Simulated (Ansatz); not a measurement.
## Work function of Ta(110): what the settings cost and change

How far do functional and pseudopotentials move the work function of Ta(110), and at what cost?

Calculated with Ansatz 0.2.0; plane-wave DFT, PBE, Ansatz PAW, in the first sound run; inputs show where later runs differ.

The experiments to compare with:

“Anisotropic work function of elemental crystals” (2019, arxiv:1902.07811) quotes from earlier work for Ta (clean (110) face, a compiled value): work function (clean (110) face, a compiled value) 4.74 eV.

Report form: inputs, costs, results and the conclusion, without the logs.

**1. Starting point**

The cell holds 7 atoms: 7 Ta. Cell: a = 2.867 Å, b = 2.867 Å, c = 32.043 Å, α = 90.0°, β = 90.0°, γ = 70.5°. Vacuum lies along c.

**2. Run, setting PBE, Ansatz PAW (420 eV)**

A work function rests on the faint tail of the density, so the SCF threshold is tight. PBE on the default files comes first; the next runs keep the geometry and change functional or files, each at the cutoff that its files recommend; a relaxation and, for heavy metals, spin-orbit coupling close the ladder.

input.yaml

```yaml
crystal:
  lattice:
    - [2.3405234457, -1.655, 0.0]
    - [2.3405234457, 1.655, 0.0]
    - [0.0, 0.0, 32.0431406744]
  atoms:
    - { symbol: Ta, position: [0.0, 0.0, 0.2808713444] }
    - { symbol: Ta, position: [0.5, 0.5, 0.3539142296] }
    - { symbol: Ta, position: [0.0, 0.0, 0.4269571148] }
    - { symbol: Ta, position: [0.5, 0.5, 0.5] }
    - { symbol: Ta, position: [0.0, 0.0, 0.5730428852] }
    - { symbol: Ta, position: [0.5, 0.5, 0.6460857704] }
    - { symbol: Ta, position: [0.0, 0.0, 0.7191286556] }
kpoints:
  mp_grid: { grid: [15, 15, 1] }
hamiltonian:
  xc: pbe
scf:
  occupations: { method: fermi_dirac, width: 0.1 }
  convergence: { dr2_threshold: 1.0e-09 }
efield:
  axis: 3
  dipole_correction: true
  ramp_position: 0.97
  ramp_width: 0.06
output:
  write_potential: true
  write_density: true
  volumetric_format: npy
  elf: true
```

Run with:

```console
ansatz run input.yaml --threads 2 --pin off --max-ram 3072MiB --backend cpu --events-out ev --progress --plain --runs-dir out
```

Wall time 2 min (2 threads of Arm Neoverse N1, shared host); peak memory 1.1 GiB; 4 min of CPU time.

Read from the output:

* energy at zero smearing: -69523.4183 eV
* work function, upper face: 4.789 eV

Running mean over 2.341 Å of the planar mean; the ramp of the sawtooth is left out. The electron's electrostatic potential energy less the Fermi level by z:

```csv
z (Å),electron's electrostatic potential energy less the Fermi level (eV)
4,4.79
5,4.77
6,4.60
7,2.94
8,-5.21
9,-10.1
10,-10.0
11,-10.0
12,-10.00
13,-9.97
14,-9.98
15,-9.98
16,-9.97
17,-9.98
18,-9.98
19,-9.97
20,-10.00
21,-10.00
22,-10.0
23,-10.1
24,-5.61
25,2.75
26,4.58
27,4.77
28,4.79
```

Electrostatic potential energy in the ca plane at fractional y = 0.000, with atoms of Ta within 0.2 Å of it. With pseudopotentials it is smooth inside the atoms' cores, unlike the true potential.

Ten even steps from '0' (-63 eV) to '9' (12 eV), each cell a mean:
```
99730036899999873003689999986200368999999999
99864357999999985345899999997534589999999999
99987789999999998778999999999877899999999999
99998899999899999889999989999988999999999999
99988889999899998888999989999888899999999999
99875568999999987557899999998755789999999999
99741147899999974114799999997411478999999999
98620026899999862002689999986200268999999999
```
Columns run along c (16.0 Å, from fractional 0.38 to 0.88 of the cell; values clipped at the 3rd and 97th percentile), rows up along a (2.9 Å). Atoms in or near the plane, at fractional coordinates: Ta at (0.43, 0.00), Ta at (0.57, 0.00), Ta at (0.72, 0.00).

ELF in the ca plane at fractional y = 0.000, with atoms of Ta within 0.2 Å of it. It is the smooth field of the valence electrons, not physical close to the nuclei.

Ten even steps from '0' (0.00) to '9' (0.72), each cell a mean:
```
64496595366556449669536556745966951110000000
65369963465456436996346545653699721111000000
66434434664446643443466444664344333321000000
67643346764446764334676444566544455532100000
67533335664446653333576444565444344432100000
65347743565446534774356544653477522221000000
64389884465456438888446545744888941111000000
64593296366566459339636656745833961110000000
```
Columns run along c (16.0 Å, from fractional 0.38 to 0.88 of the cell), rows up along a (2.9 Å). Atoms in or near the plane, at fractional coordinates: Ta at (0.43, 0.00), Ta at (0.57, 0.00), Ta at (0.72, 0.00).

Valence density in the ca plane at fractional y = 0.000, with atoms of Ta within 0.2 Å of it. It is the smooth field of the valence electrons, not physical close to the nuclei.

Ten even steps from '0' (0.0 e/Å³) to '9' (4.3 e/Å³), each cell a mean:
```
00169972000000027997200000002799710000000000
00136631000000013663100000001366300000000000
00001110000000001111000000000111000000000000
00000000000000000000000000000000000000000000
00000100000000000000000000000011000000000000
00013320000000001332000000000233100000000000
00159951000000015995100000001599510000000000
00279982000000028998200000002899820000000000
```
Columns run along c (16.0 Å, from fractional 0.38 to 0.88 of the cell), rows up along a (2.9 Å). Atoms in or near the plane, at fractional coordinates: Ta at (0.43, 0.00), Ta at (0.57, 0.00), Ta at (0.72, 0.00).

The work function is 4.789 eV.

**3. Slab**

This step: plane-wave DFT, LDA, Ansatz PAW (Ansatz 0.2.0).

Changes to input.yaml since step 2:

```diff
@@ -16,3 +16,3 @@
 hamiltonian:
-  xc: pbe
+  xc: lda
 scf:
@@ -29,2 +29 @@
   volumetric_format: npy
-  elf: true
```

Elapsed: 2 min, on 2 threads; peak memory 1.1 GiB.

The work function is 5.013 eV, +0.224 eV from the run “PBE, Ansatz PAW (420 eV)”, at 0.97 times its CPU time.

**4. Slab**

This step: plane-wave DFT, PBEsol, Ansatz PAW (Ansatz 0.2.0).

Changes to input.yaml since step 3:

```diff
@@ -16,3 +16,3 @@
 hamiltonian:
-  xc: lda
+  xc: pbesol
 scf:
```

Wall time 2 min (2 threads); peak memory 1.1 GiB; 4 min of CPU time.

The work function is 4.878 eV, +0.089 eV from the run “PBE, Ansatz PAW (420 eV)”, at 1.00 times its CPU time.

**5. Slab**

This step: plane-wave DFT, RPBE, Ansatz PAW (Ansatz 0.2.0).

Changes to input.yaml since step 4:

```diff
@@ -16,3 +16,3 @@
 hamiltonian:
-  xc: pbesol
+  xc: rpbe
 scf:
```

Wall time 1.9 min (2 threads); peak memory 1.1 GiB.

The work function is 4.670 eV, -0.118 eV from the run “PBE, Ansatz PAW (420 eV)”, at 0.96 times its CPU time.

**6. Slab**

This step: plane-wave DFT, r2SCAN, Ansatz PAW (Ansatz 0.2.0).

Changes to input.yaml since step 5:

```diff
@@ -16,3 +16,3 @@
 hamiltonian:
-  xc: rpbe
+  xc: r2scan
 scf:
```

Wall time 3.6 min (2 threads); peak memory 1.7 GiB; 7.1 min of CPU time.

The work function is 4.892 eV, +0.103 eV from the run “PBE, Ansatz PAW (420 eV)”, at 1.8 times its CPU time.

**7. Slab**

This step: plane-wave DFT, PBE, JTH PAW (Ansatz 0.2.0).

Changes to input.yaml since step 6:

```diff
@@ -16,3 +16,4 @@
 hamiltonian:
-  xc: r2scan
+  xc: pbe
+  pseudopotentials: { kind: paw, source: jth }
 scf:
```

It took 10 min on 2 threads; peak memory 2.7 GiB; 21 min of CPU time.

The work function is 4.795 eV, +0.006 eV from the run “PBE, Ansatz PAW (420 eV)”, at 5.2 times its CPU time.

**8. Slab**

This step: plane-wave DFT, PBE, norm-conserving (Ansatz 0.2.0).

Changes to input.yaml since step 7:

```diff
@@ -17,3 +17,3 @@
   xc: pbe
-  pseudopotentials: { kind: paw, source: jth }
+  pseudopotentials: { kind: nc }
 scf:
```

It took 21 min on 2 threads; peak memory 2.8 GiB; 39 min of CPU time.

The work function is 4.782 eV, -0.006 eV from the run “PBE, Ansatz PAW (420 eV)”, at 9.8 times its CPU time.

**9. Run**

This step: plane-wave DFT, LDA, norm-conserving (Ansatz 0.2.0).

Changes to input.yaml since step 8:

```diff
@@ -16,3 +16,3 @@
 hamiltonian:
-  xc: pbe
+  xc: lda
   pseudopotentials: { kind: nc }
```

It took 6.7 min on 2 threads; peak memory 2 GiB.

The work function is 5.011 eV, +0.222 eV from the run “PBE, Ansatz PAW (420 eV)”, at 3.3 times its CPU time.

**10. Run, setting PBE, all layers relaxed**

This step: plane-wave DFT, PBE, Ansatz PAW (Ansatz 0.2.0).

Changes to input.yaml since step 9:

```diff
@@ -16,4 +16,3 @@
 hamiltonian:
-  xc: lda
-  pseudopotentials: { kind: nc }
+  xc: pbe
 scf:
@@ -26,2 +25,5 @@
   ramp_width: 0.06
+relax:
+  f_tol: 0.01
+  max_steps: 40
 output:
```

Run time: 6.1 min. Hardware: 2 threads; peak memory 0.86 GiB; 12 min of CPU time.

The relaxation took 4 steps and lowered the energy by 0.040 eV; the largest force on the free atoms ends at 0.0029 eV/Å.

The work function is 4.740 eV, -0.049 eV from the run “PBE, Ansatz PAW (420 eV)”, at 3.0 times its CPU time.

**11. Slab**

This step: plane-wave DFT, PBE, fully relativistic PAW with spin-orbit coupling (Ansatz 0.2.0).

Changes to input.yaml since step 10:

```diff
@@ -17,2 +17,3 @@
   xc: pbe
+  pseudopotentials: { kind: paw_fr }
 scf:
@@ -25,5 +26,5 @@
   ramp_width: 0.06
-relax:
-  f_tol: 0.01
-  max_steps: 40
+magnetization:
+  noncollinear: true
+  spin_orbit: true
 output:
```

The job ended after 21 min (2 threads; peak memory 2.8 GiB).

The work function is 4.789 eV, +0.000 eV from the run “PBE, Ansatz PAW (420 eV)”, at 10 times its CPU time.

**12. Side by side**

Times are for 2 threads of Arm Neoverse N1, shared host. The series side by side:

```csv
no.,setting,"work function, upper face (eV)",time,memory (GiB)
1,"PBE, Ansatz PAW (420 eV)",4.789,2 min,1.1
2,"LDA, Ansatz PAW (420 eV)",5.013,2 min,1.1
3,"PBEsol, Ansatz PAW (420 eV)",4.878,2 min,1.1
4,"RPBE, Ansatz PAW (420 eV)",4.670,1.9 min,1.1
5,"r2SCAN, Ansatz PAW (500 eV)",4.892,3.6 min,1.7
6,"PBE, JTH PAW (1290 eV)",4.795,10 min,2.7
7,"PBE, norm-conserving (1000 eV)",4.782,21 min,2.8
8,"LDA, norm-conserving (789 eV)",5.011,6.7 min,2.0
9,"PBE, all layers relaxed",4.740,6.1 min,0.86
10,PBE with spin-orbit coupling (420 eV),4.789,21 min,2.8
```

**13. The same run with other settings**

This step: plane-wave DFT, PBE, Ansatz PAW (Ansatz 0.2.0).

An input spoilt on purpose, to show how the run answers: it repeats the earlier run “PBE, Ansatz PAW (420 eV)” with efield.amplitude to 0 and efield.dipole_correction from true to false, and scf.max_iter set to 50; its output block differs too.

Changes to input.yaml since step 11:

```diff
@@ -17,3 +17,2 @@
   xc: pbe
-  pseudopotentials: { kind: paw_fr }
 scf:
@@ -21,10 +20,9 @@
   convergence: { dr2_threshold: 1.0e-09 }
+  max_iter: 50
 efield:
   axis: 3
-  dipole_correction: true
+  dipole_correction: false
   ramp_position: 0.97
   ramp_width: 0.06
-magnetization:
-  noncollinear: true
-  spin_orbit: true
+  amplitude: 0
 output:
```

Wall time 0.02 s (2 threads); peak memory 0.1 GiB.

The program refused the input before any cycle.

The program's message: “Error: invalid value for `efield.amplitude`: is zero with dipole_correction: false — the section would apply nothing; set a non-zero amplitude, enable dipole_correction, or remove the block”

The fault put into the input: a field block that applies nothing.

**14. Results**

| Quantity | Value |
| --- | --- |
| work function, PBE, Ansatz PAW (420 eV) | 4.789 eV |
| work function, LDA, Ansatz PAW (420 eV) | 5.013 eV |
| work function, RPBE, Ansatz PAW (420 eV) | 4.670 eV |
| work function, r2SCAN, Ansatz PAW (500 eV) | 4.892 eV |
| work function, PBE, all layers relaxed | 4.740 eV |
| work function, PBE with spin-orbit coupling (420 eV) | 4.789 eV |

What this shows: PBE on the default files gives 4.79 eV, and the settings tried spread the value from 4.67 to 5.01 eV. At one geometry LDA lies 0.22 eV above PBE. The choice of pseudopotentials moves the PBE value by 0.013 eV. Relaxing the layers changes it by -0.049 eV. Spin-orbit coupling, on the fully relativistic files, changes it by +0.00 eV. The ladder's slabs use the tabulated experimental lattice constant (two decimals; a low-temperature value for the alkali metals).

Calculation against experiment:

```
                                               quantity  measured  PBE, Ansatz PAW (420 eV)  LDA, Ansatz PAW (420 eV)  r2SCAN, Ansatz PAW (500 eV)  LDA, norm-conserving (789 eV)  PBE, all layers relaxed  PBE with spin-orbit coupling (420 eV)
work function (clean (110) face, a compiled value) (eV)      4.74           4.79 (+0.05 eV)           5.01 (+0.27 eV)              4.89 (+0.15 eV)                5.01 (+0.27 eV)          4.74 (-0.00 eV)                        4.79 (+0.05 eV)
```

Measured values from arxiv:1902.07811 (2019).

Verdict: For the work function, of the levels listed nearest comes PBE, all layers relaxed (-0.00 eV, good agreement) and farthest LDA, Ansatz PAW (420 eV) (+0.27 eV, fair agreement).

[Long decimals in the printed logs are rounded to 6 places.]

[Logs are printed without paths, hosts, clocks, repeated set-up lines and the standing remarks that a program may print on its own settings, such as how far it seeks lower states.]

[Hosts, paths, dates, database ids (printed as entryN), source tags and the programs' standing remarks are cut or masked in the printed files.]

[Maps of the electrostatic potential energy from Ansatz leave out the sawtooth potential of an applied field or a dipole correction, so their vacuum need not be flat; planar profiles and work functions include it.]
